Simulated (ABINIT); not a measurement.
# SrSiS3 (Pm-3m): from the cell to the phonon bands, part 3 of 5

How does SrSiS3 (Pm-3m) vibrate, and is this structure a minimum?

ABINIT 10.8.3; DFT PBEsol, scalar-relativistic, plane waves, PseudoDojo norm-conserving pseudopotentials.

So far. Step 5 (Relaxing the cell and atoms): The volume changes by +0.1 % in this run and stands +19.9 % from the first cell. Step 7 (Zone-centre response): The acoustic modes at Γ come out as far as 2.4 cm⁻¹ from zero, where they should vanish, a small numerical error. The lowest optical mode is imaginary, 121i cm⁻¹, an instability at this level and on this k mesh. The relaxed cell has a = 4.617 Å (conventional setting).

The structure was built from a prototype and need not be the compound's stable phase.

## 8. Zone-centre analysis

anaddb reads the merged derivatives and imposes the acoustic sum rule.

File anaddb.abi:

```
ddb_filepath "gamma_DDB"
output_file "anaddb.abo"
outdata_prefix "anaddb"
asr 1
chneut 1
enunit 2
eivec 1
nph1l 1
qph1l 0.0 0.0 0.0 1.0
```

File mrgddb.in:

```
gamma_DDB
merged
2
dfpt_gammao_DDB
gso_DDB
```

Launch:

```bash
> mrgddb < mrgddb.in > mrgddb.log
> OMP_NUM_THREADS=1 anaddb anaddb.abi > anaddb.log
```

Numbers of over 12 decimals in the logs are rounded to 6 here.

anaddb.abo, the main output file:

```text
-outvars_anaddb: echo values of input variables ----------------------

 Miscellaneous information :
      enunit         2
       eivec         1
         asr         1
 First list of wavevector (reduced coord.) :
       nph1l         1
       qph1l
                     0.00000000E+00  0.00000000E+00  0.00000000E+00    1.000E+00

================================================================================

 read the DDB information and perform some checks

  ==== Info on the Cryst% object ====
 Real(R)+Recip(G) space primitive vectors, cartesian coordinates (Bohr,Bohr^-1):
 R(1)=  8.7250154  0.0000000  0.0000000  G(1)=  0.1146130  0.0000000  0.0000000
 R(2)=  0.0000000  8.7250154  0.0000000  G(2)=  0.0000000  0.1146130  0.0000000
 R(3)=  0.0000000  0.0000000  8.7250154  G(3)=  0.0000000  0.0000000  0.1146130
 Unit cell volume ucvol=  6.6419959E+02 bohr^3
 Angles (23,13,12)=  9.00000000E+01  9.00000000E+01  9.00000000E+01 degrees
 Time-reversal symmetry is present
 Reduced atomic positions [iatom, xred, symbol]:
    1)    0.0000000  0.0000000  0.0000000  Sr
    2)    0.5000000  0.5000000  0.5000000  Si
    3)    0.5000000  0.5000000  0.0000000   S
    4)    0.5000000  0.0000000  0.5000000   S
    5)    0.0000000  0.5000000  0.5000000   S

 DDB file with 3 blocks has been read.

================================================================================

 Treat the first list of vectors

  Phonon wavevector (reduced coordinates) :  0.00000  0.00000  0.00000
 Phonon energies in Hartree :
  -5.513036E-04 -5.513036E-04 -5.513036E-04  1.262334E-08  1.280315E-08
   1.332797E-08  2.051647E-04  2.051647E-04  2.051647E-04  3.760092E-04
   3.760092E-04  3.760092E-04  1.289614E-03  1.289614E-03  1.289614E-03
 Phonon energies in meV     :
- -1.500174E+01 -1.500174E+01 -1.500174E+01  3.434985E-04  3.483915E-04
-  3.626725E-04  5.582816E+00  5.582816E+00  5.582816E+00  1.023173E+01
-  1.023173E+01  1.023173E+01  3.509217E+01  3.509217E+01  3.509217E+01
 Phonon frequencies in cm-1    :
- -1.209972E+02 -1.209972E+02 -1.209972E+02  2.770502E-03  2.809967E-03
-  2.925151E-03  4.502845E+01  4.502845E+01  4.502845E+01  8.252448E+01
-  8.252448E+01  8.252448E+01  2.830375E+02  2.830375E+02  2.830375E+02
 Phonon frequencies in Thz     :
- -3.627403E+00 -3.627403E+00 -3.627403E+00  8.305757E-05  8.424068E-05
-  8.769382E-05  1.349919E+00  1.349919E+00  1.349919E+00  2.474022E+00
-  2.474022E+00  2.474022E+00  8.485249E+00  8.485249E+00  8.485249E+00
 Phonon energies in Kelvin  :
- -1.740879E+02 -1.740879E+02 -1.740879E+02  3.986135E-03  4.042915E-03
-  4.208640E-03  6.478589E+01  6.478589E+01  6.478589E+01  1.187343E+02
-  1.187343E+02  1.187343E+02  4.072277E+02  4.072277E+02  4.072277E+02

 Eigendisplacements
 (will be given, for each mode : in cartesian coordinates
   for each atom the real part of the displacement vector,
   then the imaginary part of the displacement vector - absolute values smaller than 1.0d-7 are set to zero)
  Mode number    1   Energy   -5.513036E-04
 Attention : low frequency mode.
   (Could be unstable or acoustic mode)
-  1  0.00000000E+00  0.00000000E+00 -4.87532861E-05
-     0.00000000E+00  0.00000000E+00  0.00000000E+00
-  2  0.00000000E+00  0.00000000E+00 -3.51117160E-03
-     0.00000000E+00  0.00000000E+00  0.00000000E+00
-  3  0.00000000E+00  0.00000000E+00 -3.13868710E-04
-     0.00000000E+00  0.00000000E+00  0.00000000E+00
-  4  0.00000000E+00  0.00000000E+00  1.76137371E-03
-     0.00000000E+00  0.00000000E+00  0.00000000E+00
-  5  0.00000000E+00  0.00000000E+00  1.76137371E-03
-     0.00000000E+00  0.00000000E+00  0.00000000E+00
  Mode number    2   Energy   -5.513036E-04
 Attention : low frequency mode.
   (Could be unstable or acoustic mode)
-  1  0.00000000E+00  4.87532861E-05  0.00000000E+00
-     0.00000000E+00  0.00000000E+00  0.00000000E+00
-  2  0.00000000E+00  3.51117159E-03  0.00000000E+00
-     0.00000000E+00  0.00000000E+00  0.00000000E+00
-  3  0.00000000E+00 -1.76137371E-03  0.00000000E+00
-     0.00000000E+00  0.00000000E+00  0.00000000E+00
-  4  0.00000000E+00  3.13868710E-04  0.00000000E+00
-     0.00000000E+00  0.00000000E+00  0.00000000E+00
-  5  0.00000000E+00 -1.76137371E-03  0.00000000E+00
-     0.00000000E+00  0.00000000E+00  0.00000000E+00
  Mode number    3   Energy   -5.513036E-04
 Attention : low frequency mode.
   (Could be unstable or acoustic mode)
-  1  4.87532861E-05  0.00000000E+00  0.00000000E+00
-     0.00000000E+00  0.00000000E+00  0.00000000E+00
-  2  3.51117159E-03  0.00000000E+00  0.00000000E+00
-     0.00000000E+00  0.00000000E+00  0.00000000E+00
-  3 -1.76137371E-03  0.00000000E+00  0.00000000E+00
-     0.00000000E+00  0.00000000E+00  0.00000000E+00
-  4 -1.76137371E-03  0.00000000E+00  0.00000000E+00
-     0.00000000E+00  0.00000000E+00  0.00000000E+00
-  5  3.13868710E-04  0.00000000E+00  0.00000000E+00
-     0.00000000E+00  0.00000000E+00  0.00000000E+00
  Mode number    4   Energy    1.262334E-08
 Attention : low frequency mode.
   (Could be unstable or acoustic mode)
-  1  0.00000000E+00  0.00000000E+00  1.60896405E-03
-     0.00000000E+00  0.00000000E+00  0.00000000E+00
-  2  0.00000000E+00  0.00000000E+00  1.60912487E-03
-     0.00000000E+00  0.00000000E+00  0.00000000E+00
-  3  0.00000000E+00  0.00000000E+00  1.60896973E-03
-     0.00000000E+00  0.00000000E+00  0.00000000E+00
-  4  0.00000000E+00  0.00000000E+00  1.60894640E-03
-     0.00000000E+00  0.00000000E+00  0.00000000E+00
-  5  0.00000000E+00  0.00000000E+00  1.60894640E-03
-     0.00000000E+00  0.00000000E+00  0.00000000E+00
  Mode number    5   Energy    1.280315E-08
 Attention : low frequency mode.
   (Could be unstable or acoustic mode)
-  1  0.00000000E+00 -1.60896405E-03  0.00000000E+00
-     0.00000000E+00  0.00000000E+00  0.00000000E+00
-  2  0.00000000E+00 -1.60912487E-03  0.00000000E+00
-     0.00000000E+00  0.00000000E+00  0.00000000E+00
-  3  0.00000000E+00 -1.60894640E-03  0.00000000E+00
-     0.00000000E+00  0.00000000E+00  0.00000000E+00
-  4  0.00000000E+00 -1.60896973E-03  0.00000000E+00
-     0.00000000E+00  0.00000000E+00  0.00000000E+00
-  5  0.00000000E+00 -1.60894640E-03  0.00000000E+00
-     0.00000000E+00  0.00000000E+00  0.00000000E+00
  Mode number    6   Energy    1.332797E-08
 Attention : low frequency mode.
   (Could be unstable or acoustic mode)
-  1  1.60896405E-03  0.00000000E+00  0.00000000E+00
-     0.00000000E+00  0.00000000E+00  0.00000000E+00
-  2  1.60912487E-03  0.00000000E+00  0.00000000E+00
-     0.00000000E+00  0.00000000E+00  0.00000000E+00
-  3  1.60894640E-03  0.00000000E+00  0.00000000E+00
-     0.00000000E+00  0.00000000E+00  0.00000000E+00
-  4  1.60894640E-03  0.00000000E+00  0.00000000E+00
-     0.00000000E+00  0.00000000E+00  0.00000000E+00
-  5  1.60896973E-03  0.00000000E+00  0.00000000E+00
-     0.00000000E+00  0.00000000E+00  0.00000000E+00
  Mode number    7   Energy    2.051647E-04
-  1  0.00000000E+00  0.00000000E+00  0.00000000E+00
-     0.00000000E+00  0.00000000E+00  0.00000000E+00
-  2  0.00000000E+00  0.00000000E+00  0.00000000E+00
-     0.00000000E+00  0.00000000E+00  0.00000000E+00
-  3  0.00000000E+00  0.00000000E+00  0.00000000E+00
-     0.00000000E+00  0.00000000E+00  0.00000000E+00
-  4  0.00000000E+00  0.00000000E+00  2.92470830E-03
-     0.00000000E+00  0.00000000E+00  0.00000000E+00
-  5  0.00000000E+00  0.00000000E+00 -2.92470830E-03
-     0.00000000E+00  0.00000000E+00  0.00000000E+00
  Mode number    8   Energy    2.051647E-04
-  1  0.00000000E+00  0.00000000E+00  0.00000000E+00
-     0.00000000E+00  0.00000000E+00  0.00000000E+00
-  2  0.00000000E+00  0.00000000E+00  0.00000000E+00
-     0.00000000E+00  0.00000000E+00  0.00000000E+00
-  3  0.00000000E+00 -2.92470830E-03  0.00000000E+00
-     0.00000000E+00  0.00000000E+00  0.00000000E+00
-  4  0.00000000E+00  0.00000000E+00  0.00000000E+00
-     0.00000000E+00  0.00000000E+00  0.00000000E+00
-  5  0.00000000E+00  2.92470830E-03  0.00000000E+00
-     0.00000000E+00  0.00000000E+00  0.00000000E+00
  Mode number    9   Energy    2.051647E-04
-  1  0.00000000E+00  0.00000000E+00  0.00000000E+00
-     0.00000000E+00  0.00000000E+00  0.00000000E+00
-  2  0.00000000E+00  0.00000000E+00  0.00000000E+00
-     0.00000000E+00  0.00000000E+00  0.00000000E+00
-  3  2.92470830E-03  0.00000000E+00  0.00000000E+00
-     0.00000000E+00  0.00000000E+00  0.00000000E+00
-  4 -2.92470830E-03  0.00000000E+00  0.00000000E+00
-     0.00000000E+00  0.00000000E+00  0.00000000E+00
-  5  0.00000000E+00  0.00000000E+00  0.00000000E+00
-     0.00000000E+00  0.00000000E+00  0.00000000E+00
  Mode number   10   Energy    3.760092E-04
-  1  0.00000000E+00  0.00000000E+00 -1.91551823E-03
-     0.00000000E+00  0.00000000E+00  0.00000000E+00
-  2  0.00000000E+00  0.00000000E+00  1.42132068E-03
-     0.00000000E+00  0.00000000E+00  0.00000000E+00
-  3  0.00000000E+00  0.00000000E+00  1.40251166E-03
-     0.00000000E+00  0.00000000E+00  0.00000000E+00
-  4  0.00000000E+00  0.00000000E+00  1.29331735E-03
-     0.00000000E+00  0.00000000E+00  0.00000000E+00
-  5  0.00000000E+00  0.00000000E+00  1.29331735E-03
-     0.00000000E+00  0.00000000E+00  0.00000000E+00
  Mode number   11   Energy    3.760092E-04
-  1  0.00000000E+00  1.91551823E-03  0.00000000E+00
-     0.00000000E+00  0.00000000E+00  0.00000000E+00
-  2  0.00000000E+00 -1.42132068E-03  0.00000000E+00
-     0.00000000E+00  0.00000000E+00  0.00000000E+00
-  3  0.00000000E+00 -1.29331735E-03  0.00000000E+00
-     0.00000000E+00  0.00000000E+00  0.00000000E+00
-  4  0.00000000E+00 -1.40251166E-03  0.00000000E+00
-     0.00000000E+00  0.00000000E+00  0.00000000E+00
-  5  0.00000000E+00 -1.29331735E-03  0.00000000E+00
-     0.00000000E+00  0.00000000E+00  0.00000000E+00
  Mode number   12   Energy    3.760092E-04
-  1  1.91551823E-03  0.00000000E+00  0.00000000E+00
-     0.00000000E+00  0.00000000E+00  0.00000000E+00
-  2 -1.42132068E-03  0.00000000E+00  0.00000000E+00
-     0.00000000E+00  0.00000000E+00  0.00000000E+00
-  3 -1.29331735E-03  0.00000000E+00  0.00000000E+00
-     0.00000000E+00  0.00000000E+00  0.00000000E+00
-  4 -1.29331735E-03  0.00000000E+00  0.00000000E+00
-     0.00000000E+00  0.00000000E+00  0.00000000E+00
-  5 -1.40251166E-03  0.00000000E+00  0.00000000E+00
-     0.00000000E+00  0.00000000E+00  0.00000000E+00
  Mode number   13   Energy    1.289614E-03
-  1  0.00000000E+00  0.00000000E+00  2.33667307E-05
-     0.00000000E+00  0.00000000E+00  0.00000000E+00
-  2  0.00000000E+00  0.00000000E+00 -1.61081794E-03
-     0.00000000E+00  0.00000000E+00  0.00000000E+00
-  3  0.00000000E+00  0.00000000E+00  3.52895185E-03
-     0.00000000E+00  0.00000000E+00  0.00000000E+00
-  4  0.00000000E+00  0.00000000E+00 -1.09091843E-03
-     0.00000000E+00  0.00000000E+00  0.00000000E+00
-  5  0.00000000E+00  0.00000000E+00 -1.09091843E-03
-     0.00000000E+00  0.00000000E+00  0.00000000E+00
  Mode number   14   Energy    1.289614E-03
-  1  0.00000000E+00 -2.33667307E-05  0.00000000E+00
-     0.00000000E+00  0.00000000E+00  0.00000000E+00
-  2  0.00000000E+00  1.61081794E-03  0.00000000E+00
-     0.00000000E+00  0.00000000E+00  0.00000000E+00
-  3  0.00000000E+00  1.09091843E-03  0.00000000E+00
-     0.00000000E+00  0.00000000E+00  0.00000000E+00
-  4  0.00000000E+00 -3.52895185E-03  0.00000000E+00
-     0.00000000E+00  0.00000000E+00  0.00000000E+00
-  5  0.00000000E+00  1.09091843E-03  0.00000000E+00
-     0.00000000E+00  0.00000000E+00  0.00000000E+00
  Mode number   15   Energy    1.289614E-03
-  1  2.33667307E-05  0.00000000E+00  0.00000000E+00
-     0.00000000E+00  0.00000000E+00  0.00000000E+00
-  2 -1.61081794E-03  0.00000000E+00  0.00000000E+00
-     0.00000000E+00  0.00000000E+00  0.00000000E+00
-  3 -1.09091843E-03  0.00000000E+00  0.00000000E+00
-     0.00000000E+00  0.00000000E+00  0.00000000E+00
-  4 -1.09091843E-03  0.00000000E+00  0.00000000E+00
-     0.00000000E+00  0.00000000E+00  0.00000000E+00
-  5  3.52895185E-03  0.00000000E+00  0.00000000E+00
-     0.00000000E+00  0.00000000E+00  0.00000000E+00

 Analysis of degeneracies and characters (maximum tolerance=1.00E-06 a.u.)
 For each vibration mode, or group of modes if degenerate,
 the characters are given for each symmetry operation (see the list in the log file).
 Symmetry characters of vibration mode #   1
       degenerate with vibration modes #   2 to    3
  3.0 -3.0 -1.0  1.0 -1.0  1.0 -1.0  1.0  1.0 -1.0 -1.0  1.0  1.0 -1.0 -1.0  1.0
  0.0 -0.0  0.0 -0.0 -0.0  0.0 -0.0  0.0  1.0 -1.0 -1.0  1.0 -1.0  1.0  1.0 -1.0
  0.0 -0.0 -0.0  0.0 -0.0  0.0  0.0 -0.0  1.0 -1.0  1.0 -1.0 -1.0  1.0 -1.0  1.0
 Symmetry characters of vibration mode #   4
       degenerate with vibration modes #   5 to    6
  3.0 -3.0 -1.0  1.0 -1.0  1.0 -1.0  1.0  1.0 -1.0 -1.0  1.0  1.0 -1.0 -1.0  1.0
 -0.0  0.0  0.0 -0.0 -0.0  0.0 -0.0  0.0  1.0 -1.0 -1.0  1.0 -1.0  1.0  1.0 -1.0
 -0.0  0.0 -0.0  0.0 -0.0  0.0  0.0 -0.0  1.0 -1.0  1.0 -1.0 -1.0  1.0 -1.0  1.0
 Symmetry characters of vibration mode #   7
       degenerate with vibration modes #   8 to    9
  3.0 -3.0 -1.0  1.0 -1.0  1.0 -1.0  1.0 -1.0  1.0  1.0 -1.0 -1.0  1.0  1.0 -1.0
 -0.0  0.0  0.0 -0.0 -0.0  0.0 -0.0  0.0 -1.0  1.0  1.0 -1.0  1.0 -1.0 -1.0  1.0
 -0.0  0.0 -0.0  0.0 -0.0  0.0  0.0 -0.0 -1.0  1.0 -1.0  1.0  1.0 -1.0  1.0 -1.0
 Symmetry characters of vibration mode #  10
       degenerate with vibration modes #  11 to   12
  3.0 -3.0 -1.0  1.0 -1.0  1.0 -1.0  1.0  1.0 -1.0 -1.0  1.0  1.0 -1.0 -1.0  1.0
 -0.0  0.0 -0.0  0.0  0.0 -0.0  0.0 -0.0  1.0 -1.0 -1.0  1.0 -1.0  1.0  1.0 -1.0
 -0.0  0.0  0.0 -0.0  0.0 -0.0 -0.0  0.0  1.0 -1.0  1.0 -1.0 -1.0  1.0 -1.0  1.0
 Symmetry characters of vibration mode #  13
       degenerate with vibration modes #  14 to   15
  3.0 -3.0 -1.0  1.0 -1.0  1.0 -1.0  1.0  1.0 -1.0 -1.0  1.0  1.0 -1.0 -1.0  1.0
  0.0 -0.0  0.0 -0.0 -0.0  0.0 -0.0  0.0  1.0 -1.0 -1.0  1.0 -1.0  1.0  1.0 -1.0
  0.0 -0.0 -0.0  0.0 -0.0  0.0  0.0 -0.0  1.0 -1.0  1.0 -1.0 -1.0  1.0 -1.0  1.0
-
```

The job ended after 0.51 s (1 thread of Arm Neoverse V1, shared host).

Numbers from this step:

| Item | Value |
| --- | --- |
| highest optical zone-centre mode (no LO-TO term) | 283.0 cm⁻¹ |
| lowest optical zone-centre mode | -121 cm⁻¹ |

No LO-TO term; unit eigenvectors of the mass-weighted matrix, from anaddb's displacements. Modes at Γ, with each element's share of the kinetic energy (negative means imaginary):

| mode | frequency (cm⁻¹) | symmetry | Sr % | Si % | S % |
| --- | --- | --- | --- | --- | --- |
| 1 | -121.0 | T1u | 0 | 63 | 37 |
| 2 | -121.0 | T1u | 0 | 63 | 37 |
| 3 | -121.0 | T1u | 0 | 63 | 37 |
| 4 | 0.0 | acoustic | 41 | 13 | 45 |
| 5 | 0.0 | acoustic | 41 | 13 | 45 |
| 6 | 0.0 | acoustic | 41 | 13 | 45 |
| 7 | 45.0 | T2u | 0 | 0 | 100 |
| 8 | 45.0 | T2u | 0 | 0 | 100 |
| 9 | 45.0 | T2u | 0 | 0 | 100 |
| 10 | 82.5 | T1u | 59 | 10 | 31 |
| 11 | 82.5 | T1u | 59 | 10 | 31 |
| 12 | 82.5 | T1u | 59 | 10 | 31 |
| 13 | 283.0 | T1u | 0 | 13 | 87 |
| 14 | 283.0 | T1u | 0 | 13 | 87 |
| 15 | 283.0 | T1u | 0 | 13 | 87 |

Displacements in mode 1 (-121.0 cm⁻¹), the largest set to 1:
```
Sr1  0.00  0.00 -0.01
Si2  0.00  0.00 -1.00
S3   0.00  0.00 -0.09
S4   0.00  0.00  0.50
S5   0.00  0.00  0.50
```

Displacements in mode 7 (45.0 cm⁻¹), the largest set to 1:
```
Sr1  0.00  0.00  0.00
Si2  0.00  0.00  0.00
S3   0.00  0.00  0.00
S4   0.00  0.00  1.00
S5   0.00  0.00 -1.00
```

The rule moves no optical mode by more than 0.1 cm⁻¹.

## 9. Self-consistent run for the response

Scaled from the time of the run at Γ, the full q mesh would overrun the time at hand on this k mesh, so the ground state is made again on a coarser one.

File gs.abi:

```
# ground state
tolvrs 1.0d-16
prtden 1
prtwf 1

# basis, mesh and filling
ecut 28.0
ngkpt 4 4 4
nshiftk 1
shiftk 0.0 0.0 0.0
istwfk *1
occopt 7
tsmear 0.01
nband 24
nstep 100
diemac 1000000.0
prtebands 0
prtgsr 0
useylm 1

# cell and atoms
acell 3*1.0 Angstrom
rprim 
    4.617079295 0.0 0.0
    0.0 4.617079295 0.0
    0.0 0.0 4.617079295
ntypat 3
znucl 38 14 16
natom 5
typat 1 2 3 3 3
xred 
    0.0 0.0 0.0
    0.5 0.5 0.5
    0.5 0.5 0.0
    0.5 0.0 0.5
    0.0 0.5 0.5
pp_dirpath "./pseudo"
pseudos "Sr.upf, Si.upf, S.upf"
```

Launch:

```bash
> OMP_NUM_THREADS=1 mpirun -n 4 abinit gs.abi > gs.log
```

gs.abo, the main output file:

```text
[banners, grids, parts of the stress and lines that vanish by symmetry left out]
- input  file    -> gs.abi
- output file    -> gs.abo
- root for input  files -> gsi
[...]
Symmetries : space group Pm -3 m (#221); Bravais cP (primitive cubic)
[...]
mpw =        4713          nfft =       91125          nkpt =          10
[...]
== DATASET  1 ==================================================================
[...]
cutoff_energies: {ecut:  28.0, pawecutdg:  -1.0, }
[...]
ETOT  1  -71.610264472318    -7.161E+01 3.155E-02 1.129E+02
 ETOT  2  -71.651331603432    -4.107E-02 5.368E-03 4.276E+01
 ETOT  3  -71.662368898206    -1.104E-02 3.111E-03 2.591E-01
 ETOT  4  -71.662417488949    -4.859E-05 1.851E-03 1.512E-02
 ETOT  5  -71.662419009335    -1.520E-06 9.226E-04 1.030E-03
[...]
ETOT 12  -71.662419101680    -1.023E-12 3.585E-05 1.589E-16
 ETOT 13  -71.662419101680     2.558E-13 6.659E-05 7.562E-19
 At SCF step   13       vres2   =  7.56E-19 < tolvrs=  1.00E-16 =>converged.
[...]
sigma(1 1)=  1.73649909E-06  sigma(3 2)=  0.00000000E+00
  sigma(2 2)=  1.73649909E-06  sigma(3 1)=  0.00000000E+00
  sigma(3 3)=  1.73649909E-06  sigma(2 1)=  0.00000000E+00
[...]
convergence: {deltae:  2.558E-13, res2:  7.562E-19, residm:  6.659E-05, diffor: null, }
etotal    :  -7.16624191E+01
[...]
sigma(1 1)=  1.73649909E-06  sigma(3 2)=  0.00000000E+00
  sigma(2 2)=  1.73649909E-06  sigma(3 1)=  0.00000000E+00
  sigma(3 3)=  1.73649909E-06  sigma(2 1)=  0.00000000E+00
[...]
- sigma(1 1)=  5.10895671E-02  sigma(3 2)=  0.00000000E+00
- sigma(2 2)=  5.10895671E-02  sigma(3 1)=  0.00000000E+00
- sigma(3 3)=  5.10895671E-02  sigma(2 1)=  0.00000000E+00
[...]
fcart     -0.0000000000E+00 -0.0000000000E+00 -0.0000000000E+00
           strten      1.7364990890E-06  1.7364990890E-06  1.7364990890E-06
================================================================================

[key lines of the parts left out:]
pressure_GPa:  -5.1090E-02
```

Run time: 23 s. Hardware: 4 MPI ranks; 91 s of CPU time.

Read from the output:

```
pressure : -0.05109 GPa
```

[end of part 3 of 5]

[Host names and launcher messages were left out of these logs when they were recorded.]

[Logs are printed without paths, hosts, clocks, repeated set-up lines and the standing remarks that a program may print on its own settings, such as how far it seeks lower states.]

[Hosts, paths, dates, database ids (printed as entryN), source tags and the programs' standing remarks are cut or masked in the printed files.]
